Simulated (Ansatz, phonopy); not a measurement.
# LiSc (hypothetical, Pm-3m): phonons against volume, part 2 of 2

Aim: how the vibrations of LiSc (hypothetical) shift with volume, and the expansion that follows. The crystal structure is hypothetical: it was made by swapping elements on a known structure type.

Ansatz 0.2.0; DFT PBEsol, scalar-relativistic, plane waves, PAW.

So far. Step 10 (Single point at a scaled cell, V/V0 0.985): The run ends at a pressure of 0.60 GPa. Step 11 (Lattice dynamics at this volume, V/V0 0.985): No mode is imaginary beyond numerical noise at the solved wavevectors. The highest zone-centre mode (no LO–TO term) moved by +1.5 % for a volume change of -1.5 %.

## Step 12: A cell at another volume, V/V0 1.03

The cell differs from the one that the last finished run ended in (a 3.433 → 3.485 Å, b 3.433 → 3.485 Å, c 3.433 → 3.485 Å).

input.yaml reads:

```yaml
crystal:
  lattice:
    - [3.4846940753, 0.0, 0.0]
    - [0.0, 3.4846940753, 0.0]
    - [0.0, 0.0, 3.4846940753]
  atoms:
    - { symbol: Sc, position: [0.5, 0.5, 0.5] }
    - { symbol: Li, position: [0.0, 0.0, 0.0] }
kpoints:
  mp_grid: { grid: [12, 12, 12] }
hamiltonian:
  xc: pbesol
scf:
  occupations: { method: methfessel_paxton, width: 0.2 }
output:
  forces: true
  stress: true
  eigenvalues: true
```

Run with:

```console
$ ansatz run input.yaml --threads 4 --pin off --max-ram 8192MiB --backend cpu --events-out ev --progress --plain --runs-dir out
```

Wall time 1.1 s (4 threads of Arm Neoverse N1, shared host); peak memory 0.34 GiB.

The run ends at a pressure of -1.05 GPa.

## Step 13: Lattice dynamics at this volume, V/V0 1.03

input.yaml, the sections that differ from step 12:

```yaml
output:
  eigenvalues: true
phonons:
  method: dfpt
  qmesh: [4, 4, 4]
  temperatures: { t_max: 1000, t_step: 50 }
  qpath:
    path:
      - [[0.0, 0.0, 0.0], [0.0, 0.5, 0.0], [0.5, 0.5, 0.0], [0.0, 0.0, 0.0], [0.5, 0.5, 0.5], [0.0, 0.5, 0.0]]
      - [[0.5, 0.5, 0.5], [0.5, 0.5, 0.0]]
    npoints: 10
# crystal, kpoints, hamiltonian, scf: as in step 12
```

The job ended after 4.9 min (4 threads; peak memory 1.4 GiB; 19 min of CPU time).

No mode is imaginary beyond numerical noise at the solved wavevectors. The highest zone-centre mode (no LO–TO term) moved by -2.9 % for a volume change of +3.0 %.

## Step 14: A cell at another volume, V/V0 0.97

The cell differs from the one that the last finished run ended in (a 3.485 → 3.416 Å, b 3.485 → 3.416 Å, c 3.485 → 3.416 Å).

input.yaml, the sections that differ from step 13:

```yaml
crystal:
  lattice:
    - [3.4156720043, 0.0, 0.0]
    - [0.0, 3.4156720043, 0.0]
    - [0.0, 0.0, 3.4156720043]
  atoms:
    - { symbol: Sc, position: [0.5, 0.5, 0.5] }
    - { symbol: Li, position: [0.0, 0.0, 0.0] }
output:
  forces: true
  stress: true
  eigenvalues: true
# kpoints, hamiltonian, scf: as in step 13
# phonons: removed
```

Run time: 1 s. Hardware: 4 threads; peak memory 0.34 GiB.

The run ends at a pressure of 1.23 GPa.

## Step 15: Lattice dynamics at this volume, V/V0 0.97

input.yaml, the sections that differ from step 14:

```yaml
output:
  eigenvalues: true
phonons:
  method: dfpt
  qmesh: [4, 4, 4]
  temperatures: { t_max: 1000, t_step: 50 }
  qpath:
    path:
      - [[0.0, 0.0, 0.0], [0.0, 0.5, 0.0], [0.5, 0.5, 0.0], [0.0, 0.0, 0.0], [0.5, 0.5, 0.5], [0.0, 0.5, 0.0]]
      - [[0.5, 0.5, 0.5], [0.5, 0.5, 0.0]]
    npoints: 10
# crystal, kpoints, hamiltonian, scf: as in step 14
```

Run time: 4.6 min. Hardware: 4 threads; peak memory 1.3 GiB; 18 min of CPU time.

No LO-TO term. Phonon branches along the path, in cm⁻¹:

| point | branch 1 | branch 2 | branch 3 | branch 4 | branch 5 | branch 6 |
| --- | --- | --- | --- | --- | --- | --- |
| Γ | 0 | 0 | 0 | 376 | 376 | 376 |
| halfway | 88 | 88 | 107 | 358 | 368 | 368 |
| X | 121 | 129 | 129 | 322 | 357 | 357 |
| halfway | 105 | 108 | 110 | 329 | 338 | 368 |
| M | 92 | 92 | 95 | 317 | 317 | 378 |
| halfway | 70 | 100 | 140 | 346 | 352 | 368 |
| Γ | 0 | 0 | 0 | 376 | 376 | 376 |
| halfway | 116 | 122 | 122 | 343 | 343 | 354 |
| R | 194 | 194 | 194 | 307 | 307 | 307 |
| halfway | 95 | 132 | 160 | 322 | 336 | 350 |
| X | 121 | 129 | 129 | 322 | 357 | 357 |
| jump to R | 194 | 194 | 194 | 307 | 307 | 307 |
| halfway | 147 | 150 | 150 | 312 | 312 | 345 |
| M | 92 | 92 | 95 | 317 | 317 | 378 |

No mode is imaginary beyond numerical noise at the solved wavevectors. The highest zone-centre mode (no LO–TO term) moved by +3.0 % for a volume change of -3.0 %.

## Step 16: A cell at another volume, V/V0 1.05

The cell differs from the one that the last finished run ended in (a 3.416 → 3.507 Å, b 3.416 → 3.507 Å, c 3.416 → 3.507 Å).

input.yaml, the sections that differ from step 15:

```yaml
crystal:
  lattice:
    - [3.5071042994, 0.0, 0.0]
    - [0.0, 3.5071042994, 0.0]
    - [0.0, 0.0, 3.5071042994]
  atoms:
    - { symbol: Sc, position: [0.5, 0.5, 0.5] }
    - { symbol: Li, position: [0.0, 0.0, 0.0] }
output:
  forces: true
  stress: true
  eigenvalues: true
# kpoints, hamiltonian, scf: as in step 15
# phonons: removed
```

The job ended after 1.1 s (4 threads; peak memory 0.34 GiB; 3.4 s of CPU time).

The run ends at a pressure of -1.68 GPa.

## Step 17: Other settings for the ground state

This step: DFT PBEsol, scalar-relativistic, plane waves, PAW; settings changed (Ansatz 0.2.0).

input.yaml, as its differences from that of step 16:

```diff
@@ -14,5 +14,7 @@
   occupations: { method: methfessel_paxton, width: 0.2 }
+  mixing: { algorithm: broyden, beta: 0.3 }
+  algorithm: density_mixing
 output:
   forces: true
+  eigenvalues: true
   stress: true
-  eigenvalues: true
```

Elapsed: 1.1 s, on 4 threads; peak memory 0.34 GiB.

At -1.7 GPa the cell is away from the equilibrium volume of this level: left free, it would shrink.

## Step 18: Phonons, V/V0 1.05

This step: DFT PBEsol, scalar-relativistic, plane waves, PAW (Ansatz 0.2.0).

input.yaml, the sections that differ from step 17:

```yaml
scf:
  occupations: { method: methfessel_paxton, width: 0.2 }
output:
  eigenvalues: true
phonons:
  method: dfpt
  qmesh: [4, 4, 4]
  temperatures: { t_max: 1000, t_step: 50 }
  qpath:
    path:
      - [[0.0, 0.0, 0.0], [0.0, 0.5, 0.0], [0.5, 0.5, 0.0], [0.0, 0.0, 0.0], [0.5, 0.5, 0.5], [0.0, 0.5, 0.0]]
      - [[0.5, 0.5, 0.5], [0.5, 0.5, 0.0]]
    npoints: 10
# crystal, kpoints, hamiltonian: as in step 17
```

It took 5 min on 4 threads; peak memory 1.4 GiB.

No mode is imaginary beyond numerical noise at the solved wavevectors. The highest zone-centre mode (no LO–TO term) moved by -4.8 % for a volume change of +5.0 %.

## Step 19: How the modes move with volume

This step: DFT PBEsol, scalar-relativistic, plane waves, PAW (phonopy 4.10.0).

This step gave:

```yaml
share_of_modes_with_a_negative_grueneisen_parameter: 0
```

Mean Grüneisen, by row:

| T (K) | heat-capacity-weighted mean | root mean square |
| --- | --- | --- |
| 50 | 0.955 | 1.022 |
| 100 | 0.985 | 1.037 |
| 200 | 0.988 | 1.027 |
| 300 | 0.988 | 1.023 |
| 500 | 0.987 | 1.021 |
| 800 | 0.987 | 1.02 |

Mean mode Grueneisen parameter against wavenumber:

| wavenumber (cm⁻¹) | mean mode Grueneisen parameter |
| --- | --- |
| 6 | - |
| 18 | - |
| 43 | 0.807 |
| 55 | 0.73 |
| 80 | 0.796 |
| 92 | 0.801 |
| 104 | 0.899 |
| 129 | 1.13 |
| 141 | 1.05 |
| 153 | 1.11 |
| 178 | 1.28 |
| 190 | 1.33 |
| 215 | - |
| 227 | - |
| 239 | - |
| 264 | - |
| 276 | - |
| 288 | - |
| 313 | 1.07 |
| 325 | 1.01 |
| 350 | 0.916 |
| 362 | 0.908 |

Volume series, by row:

| V/V0 | V (Å³/atom) | pressure (GPa) | E - E0 (meV/atom) | gap (eV) | zero-point energy (meV/atom) | lowest on the path (cm⁻¹) | highest at Gamma without the LO-TO term (cm⁻¹) |
| --- | --- | --- | --- | --- | --- | --- | --- |
| 0.97 | 19.93 | 1.227 | 2.348 | 0 | 42.78 | 0 | 376.5 |
| 0.985 | 20.23 | 0.597 | 0.589 | 0 | 42.15 | 0 | 371 |
| 1 | 20.54 | 0.01 | 0 | 0 | 41.54 | 0 | 365.5 |
| 1.015 | 20.85 | -0.539 | 0.502 | 0 | 40.92 | 0 | 360.2 |
| 1.03 | 21.16 | -1.05 | 2.023 | 0 | 40.32 | 0 | 354.9 |
| 1.05 | 21.57 | -1.679 | 5.517 | 0 | 39.52 | 0 | 348 |

The optical frequency at Gamma without the LO-TO term, mode 4 by V/V0:

| V/V0 | optical frequency at Gamma without the LO-TO term, mode 4 (cm⁻¹) |
| --- | --- |
| 0.9700 | 377 |
| 0.9850 | 371 |
| 1.0000 | 366 |
| 1.0150 | 360 |
| 1.0300 | 355 |
| 1.0500 | 348 |

Grüneisen at points, by row:

| point | branch | frequency (cm⁻¹) | mode Grüneisen parameter |
| --- | --- | --- | --- |
| Γ | 4 | 365.5 | 0.98 |
| X | 1 | 112.3 | 2.52 |
| X | 2 | 126.7 | 0.57 |
| X | 4 | 313.1 | 0.91 |
| X | 5 | 348 | 0.87 |
| M | 1 | 88.5 | 1.33 |
| M | 3 | 94.6 | 0.1 |
| M | 4 | 305.4 | 1.21 |
| M | 6 | 368.1 | 0.85 |
| R | 1 | 186.3 | 1.35 |
| R | 4 | 297.1 | 1.05 |

## Step 20: Free-energy fit

This step gave:

* volume expansion coefficient at 300 K: 52.16 1e-6/K
* isothermal bulk modulus at 300 K: 34.86 GPa
* C_P at 300 K: 22.72 J/mol-atom/K
* Grüneisen parameter at 300 K: 1.025

The energy (each curve on its own zero) by volume; values in meV/atom:

| volume (Å³/atom) | static | F at 0 K | F at 300 K | F at 750 K |
| --- | --- | --- | --- | --- |
| 19.925 | 2.35 | 3.92 | 5.62 | 9.81 |
| 20.233 | 0.59 | 1.54 | 2.6 | 5.19 |
| 20.541 | 0 | 0.33 | 0.73 | 1.69 |
| 20.849 | 0.5 | 0.22 | -0.05 | -0.75 |
| 21.157 | 2.02 | 1.14 | 0.17 | -2.21 |
| 21.568 | 5.52 | 3.83 | 1.91 | -2.75 |

Phonopy-qha, vinet fit of F(V) at each temperature; no electronic free energy. Qha vinet, by row:

| T (K) | fitted volume (Å³/atom) | alpha_V (1e-6/K) | B_T (GPa) | C_P (J/mol-atom/K) | Grueneisen |
| --- | --- | --- | --- | --- | --- |
| 100 | 20.75 | 27.66 | 36.48 | 12.56 | 1.005 |
| 150 | 20.79 | 38.11 | 36.13 | 17.14 | 1.011 |
| 200 | 20.83 | 44.78 | 35.73 | 19.95 | 1.016 |
| 250 | 20.88 | 49.11 | 35.3 | 21.64 | 1.021 |
| 300 | 20.93 | 52.16 | 34.86 | 22.72 | 1.025 |
| 350 | 20.99 | 54.49 | 34.4 | 23.46 | 1.031 |
| 400 | 21.05 | 56.41 | 33.94 | 23.99 | 1.036 |
| 450 | 21.11 | 58.1 | 33.47 | 24.39 | 1.041 |
| 500 | 21.17 | 59.64 | 33 | 24.72 | 1.047 |
| 550 | 21.23 | 61.1 | 32.52 | 24.99 | 1.053 |
| 600 | 21.3 | 62.52 | 32.03 | 25.23 | 1.059 |

Table of volume expansion coefficient, phonopy-qha, Vinet by temperature:

| temperature (K) | volume expansion coefficient, phonopy-qha, Vinet (1e-6/K) |
| --- | --- |
| 75 | 20.7 |
| 100 | 27.7 |
| 125 | 33.4 |
| 150 | 38.1 |
| 175 | 41.8 |
| 200 | 44.8 |
| 225 | 47.2 |
| 250 | 49.1 |
| 275 | 50.8 |
| 300 | 52.2 |
| 325 | 53.4 |
| 350 | 54.5 |
| 375 | 55.5 |
| 400 | 56.4 |
| 425 | 57.3 |
| 450 | 58.1 |
| 475 | 58.9 |
| 500 | 59.6 |
| 525 | 60.4 |
| 550 | 61.1 |
| 575 | 61.8 |
| 600 | 62.5 |
| 625 | 63.2 |

The fit gives a volume expansion of 52.2 × 10⁻⁶/K at 300 K.

## Step 21: Summary of results

* volume expansion coefficient at 300 K: 52.16 1e-6/K
* isothermal bulk modulus at 300 K: 34.86 GPa
* C_P at 300 K: 22.72 J/mol-atom/K
* Grüneisen parameter at 300 K: 1.025
* mean mode Grüneisen parameter at 300 K: 0.988

**Reading.** Near room temperature LiSc (hypothetical) expands by 52.2 × 10⁻⁶/K in volume by PBEsol, with C_P = 22.7 J/(mol K) per mole of atoms and B_T = 34.9 GPa. The table stops at 625 K because beyond it the fitted volume comes within 1 % of the largest computed cell, where the fit loses its support. C_P at room temperature is 91 % of the classical 3R an atom, so the stiffest modes are still partly frozen out. The fit leaves out the electrons' free energy, which adds to C_P and to the expansion of a metal at high temperature. The heat-capacity-weighted Grüneisen parameter goes from 0.955 at 50 K to 0.987 at 800 K. Weighting γ by the density of states and each mode's heat capacity at 300 K, modes below 120 cm⁻¹ give about 32 % of the sum of γC that drives the expansion, those up to 240 cm⁻¹ 23 % and the rest 45 %. Among the labelled points γ is largest for branch 1 at X (112 cm⁻¹, 2.5) and smallest for branch 3 at M (94.6 cm⁻¹, 0.1). The PAW files were made for PBE and are used here under another functional, for which the program regenerates the frozen cores.

[Logs are printed without paths, hosts, clocks, repeated set-up lines and the standing remarks that a program may print on its own settings, such as how far it seeks lower states.]

[Hosts, paths, dates, database ids (printed as entryN), source tags and the programs' standing remarks are cut or masked in the printed files.]

[A step with changed settings may run another functional than the one named; its input shows which.]


